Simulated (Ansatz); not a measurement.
# A thicker film of HfO2 (111) from two thinner ones

In a field along its normal an insulating film takes a dipole p. Written as a length, p/(ε₀AE), it should grow by 1 − 1/ε for each ångström added.

Set-up. Ansatz 0.2.0, plane waves with PAW datasets (its set soft_1), PBE; fluorite films relaxed at a bulk in-plane lattice constant near the measured one, then held in weak fields of both signs with a dipole correction (A is the cell's area, E the outer field).

```tsv
run	distance between the outer atoms (Å)	p/(ε₀AE) (Å)
2 units	4.442	5.197
3 units	7.421	7.603
5 units	13.332	?
```

**Question.** What value belongs in the row marked “?”, and how far can the other rows tell?

Two rows fix a line: slope = (7.603 − 5.197) / (7.421 − 4.442) = 0.8077, intercept 1.6091. That slope means ε = 1/(1 − 0.8077) = 5.20. At 13.332 it gives 0.8077 × 13.332 + 1.6091 = 12.377 Å, beyond the rows fitted. Rounding of the rows alone allows about ±0.004 Å there; two rows can't show whether the line holds.

The run itself gives 12.398 Å: a miss of +0.021 Å, or 0.2 % of the value. The length is met to within 1 %, though ε is more sensitive than the length: the two thickest films give ε = 5.30.

Caveats: This is the electronic response alone. A unit is one step of the cut along the normal (a plane, a pair of planes or a cell), and the layers relax along it, away from their bulk spacing where the functional's lattice constant differs from the one held.

[Logs are printed without paths, hosts, clocks, repeated set-up lines and the standing remarks that a program may print on its own settings, such as how far it seeks lower states.]
